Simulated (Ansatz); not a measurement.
# Ca on Co(0001): change of the work function

Wanted: Δφ(θ) for Ca/Co(0001), starting from the fcc site.

Calculated with Ansatz 0.2.0; plane-wave DFT, PBE, Ansatz PAW.

This is a report of a sequence of runs, with most program output left out.

**1. The starting structure**

The cell holds 4 atoms: 4 Co. Its edges and angles: a = 2.510 Å, b = 2.510 Å, c = 24.107 Å, α = 90.0°, β = 90.0°, γ = 60.0°. Vacuum lies along c.

**2. The clean slab**

The bare slab comes first, as the zero from which every change is counted. The two lowest layers are held at bulk places and the upper ones relax. The dipole correction removes the false field that a one-sided slab makes across the periodic vacuum, so each face gets a flat vacuum level of its own.

Contents of input.yaml:

```yaml
crystal:
  lattice:
    - [2.51, 0.0, 0.0]
    - [1.255, 2.1737237635, 0.0]
    - [0.0, 0.0, 24.10683]
  atoms:
    - { symbol: Co, position: [0.6666666667, 0.6666666667, 0.3733381784], spin: 1.7 }
    - { symbol: Co, position: [0.0, 0.0, 0.4577793928], spin: 1.7 }
    - { symbol: Co, position: [0.6666666667, 0.6666666667, 0.5422206072], spin: 1.7 }
    - { symbol: Co, position: [0.0, 0.0, 0.6266618216], spin: 1.7 }
magnetization:
  spin_polarized: true
kpoints:
  mp_grid: { grid: [12, 12, 1] }
hamiltonian:
  xc: pbe
scf:
  occupations: { method: fermi_dirac, width: 0.1 }
  convergence: { dr2_threshold: 1.0e-08 }
efield:
  axis: 3
  dipole_correction: true
  ramp_position: 0.97
  ramp_width: 0.06
relax:
  f_tol: 0.02
  max_steps: 60
  constraints: [{ sites: [0, 1] }]
output:
  write_potential: true
  write_density: true
  volumetric_format: npy
```

On the command line:

```sh
> ansatz run input.yaml --threads 4 --pin off --max-ram 16384MiB --backend cpu --events-out ev --progress --plain --runs-dir out
```

Elapsed: 34 s, on 4 threads of Arm Neoverse V1, shared host; peak memory 0.54 GiB.

Relaxation path:

| step | energy less that of the first step (eV) | largest force component (eV/Å) |
| --- | --- | --- |
| 1 | 0.0000 | 0.4887 |
| 2 | -0.0156 | 0.3161 |
| 3 | -0.0236 | 0.0611 |
| 4 | -0.0238 | 0.0066 |

The run keeps the 6 symmetry operations that it works with, so distortions that break them were not tested.

The atoms that moved most (Å):

| atom | dx | dy | dz | length |
| --- | --- | --- | --- | --- |
| Co4 | 0.000 | 0.000 | -0.080 | 0.080 |
| Co3 | 0.000 | 0.000 | 0.010 | 0.010 |

The relaxed structure:

```xyz
4
Lattice="2.5100 0.0000 0.0000 1.2550 2.1737 0.0000 0.0000 0.0000 24.1068" Properties=species:S:1:pos:R:3
Co    2.5100    1.4491    9.0000
Co    0.0000    0.0000   11.0356
Co    2.5100    1.4491   13.0810
Co    0.0000    0.0000   15.0264
```

Numbers from this step:

| Property | Result |
| --- | --- |
| energy at zero smearing | -20503.1176 eV |
| total moment | 6.836 μB |
| site moments | 1.820, 1.758, 1.742, 1.793 μB |
| work function, upper face | 4.925 eV |
| work function, lower face | 4.989 eV |
| dipole along the normal | 0.001909 e·Å |
| step between the vacuum levels | -0.06331 eV |

Running mean over 2.03561 Å of the planar mean; the ramp of the sawtooth is left out. Electron's electrostatic potential energy less the Fermi level against z:

| z (Å) | electron's electrostatic potential energy less the Fermi level (eV) |
| --- | --- |
| 3.0 | 4.99 |
| 3.5 | 4.99 |
| 4.0 | 4.99 |
| 4.5 | 4.99 |
| 5.0 | 4.98 |
| 5.5 | 4.97 |
| 6.0 | 4.92 |
| 6.5 | 4.76 |
| 7.0 | 4.21 |
| 7.5 | 1.91 |
| 8.0 | -3.46 |
| 8.5 | -8.57 |
| 9.0 | -10.3 |
| 9.5 | -10.5 |
| 10.0 | -10.5 |
| 10.5 | -10.5 |
| 11.0 | -10.6 |
| 11.5 | -10.5 |
| 12.0 | -10.5 |
| 12.5 | -10.5 |
| 13.0 | -10.6 |
| 13.5 | -11.1 |
| 14.0 | -11.5 |
| 14.5 | -11.2 |
| 15.0 | -10.4 |
| 15.5 | -8.77 |
| 16.0 | -3.80 |
| 16.5 | 1.67 |
| 17.0 | 4.09 |
| 17.5 | 4.69 |
| 18.0 | 4.86 |
| 18.5 | 4.91 |
| 19.0 | 4.92 |
| 19.5 | 4.92 |
| 20.0 | 4.93 |
| 20.5 | 4.93 |
| 21.0 | 4.93 |

Site moment by atom:

| atom | site moment (μB) |
| --- | --- |
| Co1 | 1.82 |
| Co2 | 1.76 |
| Co3 | 1.74 |
| Co4 | 1.79 |

The relaxation took 4 steps and lowered the energy by 0.024 eV; the largest force on the free atoms ends at 0.0066 eV/Å.

The work function of the upper face is 4.93 eV.

**3. Adsorbate added, k-mesh 4×4×1, coverage 0.111 ML**

System of this step: Ca/Co(0001). The cell holds 37 atoms: 36 Co and 1 Ca. Its edges and angles: a = 7.530 Å, b = 7.530 Å, c = 26.779 Å, α = 90.0°, β = 90.0°, γ = 60.0°. Vacuum lies along c.

The clean slab as it ended is repeated in the plane and the adsorbate is set on one face; the cell's size fixes the coverage, and the k-mesh shrinks with it to keep the sampling density about even. Adsorbate and upper layers relax, since the dipole depends on the height.

Contents of input.yaml:

```yaml
crystal:
  lattice:
    - [7.53, 0.0, 0.0]
    - [3.765, 6.5211712905, 0.0]
    - [0.0, 0.0, 26.7788580288]
  atoms:
    - { symbol: Co, position: [0.2222222222, 0.2222222222, 0.3360860269], spin: 1.82 }
    - { symbol: Co, position: [0.0, 0.0, 0.4121015911], spin: 1.76 }
    - { symbol: Co, position: [0.2222222222, 0.2222222222, 0.4884830077], spin: 1.74 }
    - { symbol: Co, position: [0.0, 0.0, 0.5611307648], spin: 1.79 }
    - { symbol: Co, position: [0.2222222222, 0.5555555556, 0.3360860269], spin: 1.82 }
    - { symbol: Co, position: [0.0, 0.3333333333, 0.4121015911], spin: 1.76 }
    - { symbol: Co, position: [0.2222222222, 0.5555555556, 0.4884830077], spin: 1.74 }
    - { symbol: Co, position: [0.0, 0.3333333333, 0.5611307648], spin: 1.79 }
[... 25 atom lines left out ...]
    - { symbol: Co, position: [0.6666666667, 0.6666666667, 0.4121015911], spin: 1.76 }
    - { symbol: Co, position: [0.8888888889, 0.8888888889, 0.4884830077], spin: 1.74 }
    - { symbol: Co, position: [0.6666666667, 0.6666666667, 0.5611307648], spin: 1.79 }
    - { symbol: Ca, position: [0.1111111111, 0.1111111111, 0.6639139731] }
magnetization:
  spin_polarized: true
kpoints:
  mp_grid: { grid: [4, 4, 1] }
hamiltonian:
  xc: pbe
scf:
  occupations: { method: fermi_dirac, width: 0.1 }
  convergence: { dr2_threshold: 1.0e-08 }
efield:
  axis: 3
  dipole_correction: true
  ramp_position: 0.97
  ramp_width: 0.06
relax:
  f_tol: 0.02
  max_steps: 60
  constraints:
    - { sites: [0, 1, 4, 5, 8, 9, 12, 13, 16, 17, 20, 21, 24, 25, 28, 29, 32, 33] }
output:
  write_potential: true
  write_density: true
  volumetric_format: npy
```

Elapsed: 34 min, on 4 threads; peak memory 10 GiB; 2.2 h of CPU time.

The steps of the relaxation:

| step | energy less that of the first step (eV) | largest force component (eV/Å) |
| --- | --- | --- |
| 1 | 0.0000 | 1.4586 |
| 2 | -0.2611 | 1.0942 |
| 3 | -0.4164 | 0.3046 |
| 4 | -0.4382 | 0.1865 |
| 5 | -0.4432 | 0.0581 |
| 6 | -0.4437 | 0.0093 |

Forces are held to the 6 operations that the run works with; a distortion that breaks them can't arise in this run.

The atoms that moved most (Å):

| atom | dx | dy | dz | length |
| --- | --- | --- | --- | --- |
| Ca37 | 0.000 | 0.000 | -0.497 | 0.497 |
| Co4 | -0.025 | -0.014 | -0.035 | 0.045 |
| Co16 | 0.025 | -0.014 | -0.035 | 0.045 |
| Co8 | 0.000 | 0.029 | -0.035 | 0.045 |
| Co32 | 0.015 | -0.009 | 0.031 | 0.035 |
| Co20 | -0.015 | -0.009 | 0.031 | 0.035 |
| Co24 | 0.000 | 0.017 | 0.031 | 0.035 |
| Co12 | 0.002 | -0.001 | 0.026 | 0.026 |

Final coordinates:

```cif
data_structure
_symmetry_space_group_name_H-M 'P 1'
_symmetry_Int_Tables_number 1
_cell_length_a 7.5300
_cell_length_b 7.5300
_cell_length_c 26.7789
_cell_angle_alpha 90.000
_cell_angle_beta 90.000
_cell_angle_gamma 60.000
_cell_volume 1314.96
loop_
_atom_site_label
_atom_site_type_symbol
_atom_site_fract_x
_atom_site_fract_y
_atom_site_fract_z
_atom_site_occupancy
Co1 Co 0.22222 0.22222 0.33609 1
Co2 Co 0.00000 0.00000 0.41210 1
Co3 Co 0.22276 0.22276 0.48796 1
Co4 Co 0.99779 0.99779 0.55984 1
Co5 Co 0.22222 0.55556 0.33609 1
Co6 Co 0.00000 0.33333 0.41210 1
Co7 Co 0.22273 0.55530 0.48903 1
Co8 Co 0.99779 0.33776 0.55984 1
Co9 Co 0.22222 0.88889 0.33609 1
Co10 Co 0.00000 0.66667 0.41210 1
Co11 Co 0.22276 0.88781 0.48796 1
Co12 Co 0.00030 0.66652 0.56210 1
Co13 Co 0.55556 0.22222 0.33609 1
Co14 Co 0.33333 0.00000 0.41210 1
Co15 Co 0.55530 0.22273 0.48903 1
Co16 Co 0.33776 0.99779 0.55984 1
Co17 Co 0.55556 0.55556 0.33609 1
Co18 Co 0.33333 0.33333 0.41210 1
Co19 Co 0.55530 0.55530 0.48903 1
Co20 Co 0.33203 0.33203 0.56228 1
Co21 Co 0.55556 0.88889 0.33609 1
Co22 Co 0.33333 0.66667 0.41210 1
Co23 Co 0.55693 0.88820 0.48826 1
Co24 Co 0.33203 0.66928 0.56228 1
Co25 Co 0.88889 0.22222 0.33609 1
Co26 Co 0.66667 0.00000 0.41210 1
Co27 Co 0.88781 0.22276 0.48796 1
Co28 Co 0.66652 0.00030 0.56210 1
Co29 Co 0.88889 0.55556 0.33609 1
Co30 Co 0.66667 0.33333 0.41210 1
Co31 Co 0.88820 0.55693 0.48826 1
Co32 Co 0.66928 0.33203 0.56228 1
Co33 Co 0.88889 0.88889 0.33609 1
Co34 Co 0.66667 0.66667 0.41210 1
Co35 Co 0.88820 0.88820 0.48826 1
Co36 Co 0.66652 0.66652 0.56210 1
Ca37 Ca 0.11111 0.11111 0.64534 1
```

Numbers from this step:

| Property | Result |
| --- | --- |
| energy at zero smearing | -186346.0214 eV |
| total moment | 60.74 μB |
| work function, upper face | 2.209 eV |
| work function, lower face | 4.970 eV |
| dipole along the normal | 0.7492 e·Å |
| step between the vacuum levels | -2.761 eV |

Running mean over 2.03561 Å of the planar mean; the ramp of the sawtooth is left out. Table of electron's electrostatic potential energy less the Fermi level by z:

z (Å), electron's electrostatic potential energy less the Fermi level (eV) and a bar from the least value:
```
      3.5        5.0 ##############################
      4.0        5.0 ##############################
      4.5        5.0 ##############################
      5.0        5.0 ##############################
      5.5        5.0 ##############################
      6.0        4.9 ##############################
      6.5        4.7 ##############################
      7.0        4.2 #############################
      7.5        1.9 ########################
      8.0       -3.5 ###############
      8.5       -8.6 #####
      9.0      -10.3 ##
      9.5      -10.5 ##
     10.0      -10.5 ##
     10.5      -10.5 ##
     11.0      -10.5 ##
     11.5      -10.5 ##
     12.0      -10.5 ##
     12.5      -10.5 ##
     13.0      -10.6 #
     13.5      -11.0 #
     14.0      -11.4 
     14.5      -11.1 #
     15.0      -10.5 ##
     15.5       -9.0 ####
     16.0       -4.8 ############
     16.5       -0.4 ####################
     17.0        1.1 #######################
     17.5        1.1 #######################
     18.0        1.1 #######################
     18.5        1.6 ########################
     19.0        2.0 ########################
     19.5        2.1 #########################
     20.0        2.2 #########################
     20.5        2.2 #########################
     21.0        2.2 #########################
     21.5        2.2 #########################
     22.0        2.2 #########################
     22.5        2.2 #########################
     23.0        2.2 #########################
     23.5        2.2 #########################
```

Site moment by element, in μB:

| element | atoms | mean | spread (r.m.s.) | least | largest |
| --- | --- | --- | --- | --- | --- |
| Co | 36 | 1.76 | 0.06 | 1.61 | 1.82 |
| Ca | 1 | -0.06 | 0.00 | -0.06 | -0.06 |

The atoms farthest from the mean of their element:

| atom | x, y, z (Å) | site moment (μB) |
| --- | --- | --- |
| Co16 | 2.54, -0.01, 14.99 | 1.61 |
| Co8 | 1.26, 2.20, 14.99 | 1.61 |
| Co4 | -0.03, -0.01, 14.99 | 1.61 |
| Co13 | 5.02, 1.45, 9.00 | 1.82 |
| Co17 | 6.28, 3.62, 9.00 | 1.82 |
| Co5 | 3.76, 3.62, 9.00 | 1.82 |
| Co21 | 7.53, 5.80, 9.00 | 1.82 |
| Co33 | 10.04, 5.80, 9.00 | 1.82 |

The relaxation took 6 steps and lowered the energy by 0.44 eV; the largest force on the free atoms ends at 0.0093 eV/Å.

The covered face has 2.21 eV, -2.72 eV against the clean one; the bare back face has moved by -0.02 eV, a measure of how thin the slab is.

(Part 1 of 2 ends here.)

[Logs are printed without paths, hosts, clocks, repeated set-up lines and the standing remarks that a program may print on its own settings, such as how far it seeks lower states.]

[Hosts, paths, dates, database ids (printed as entryN), source tags and the programs' standing remarks are cut or masked in the printed files.]

[Maps of the electrostatic potential energy from Ansatz leave out the sawtooth potential of an applied field or a dipole correction, so their vacuum need not be flat; planar profiles and work functions include it.]
